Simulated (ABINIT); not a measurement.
An input for ABINIT 10.8.3 (CsPbI2Br (P4/mmm)):

```
acell 3*1.0 Angstrom
rprim 
  6.375296000000 0.000000000000 0.000000000000
  0.000000000000 6.375296000000 0.000000000000
  0.000000000000 0.000000000000 5.962220000000
ntypat 4
znucl 55 82 53 35
natom 5
typat 1 2 3 3 4
xred 
  0.500000000000 0.500000000000 0.500000000000
  0.000000000000 0.000000000000 0.000000000000
  0.000000000000 0.500000000000 0.000000000000
  0.500000000000 0.000000000000 0.000000000000
  0.000000000000 0.000000000000 0.500000000000
pp_dirpath "pseudos"
pseudos "Cs.upf, Pb.upf, I.upf, Br.upf"
ecut 34
ngkpt 2 2 2
nshiftk 1
shiftk 0 0 0
kptopt 1
chksymbreak 0
istwfk *1
occopt 1
irdwfk 1
optdriver 3
nband 148
ecuteps 3.2
inclvkb 2
awtr 1
symchi 1
gwcalctyp 28
mbpt_sciss 1.586 eV
nqptdm 1
qptdm 
  0 0 0
indata_prefix "in"
outdata_prefix "out"
tmpdata_prefix "tmp"
```

```sh
OMP_NUM_THREADS=1 mpirun -n 4 abinit run.abi > log
```

**Question.** Estimate wall time and host memory on 4 MPI ranks of Intel Xeon Platinum 8375C at 2.90GHz (Ice Lake), shared host.

It took 2.2 min; on shared hardware allow 66 s to 4.4 min. Peak host memory was 3.5 GiB.

[Paths, hosts, dates, memory and timing lines, banners, echoed tables and standing remarks are left out of the program output.]

[Logs are printed without paths, hosts, clocks, repeated set-up lines and the standing remarks that a program may print on its own settings, such as how far it seeks lower states.]

[Runs of the session that timed out or met a known fault of the program may be left out.]

[Hosts, paths, dates, database ids (printed as entryN), source tags and the programs' standing remarks are cut or masked in the printed files.]

[G0W0 gaps are taken among the corrected bands and points alone; a level outside them can change the order at an edge.]

[Where Ansatz stands beside ABINIT at settings called matched, ABINIT's density can come from a denser mesh and the files from another edition; pairs whose starting gaps differed by over 0.03 eV were left out, so agreement reads better than it is.]
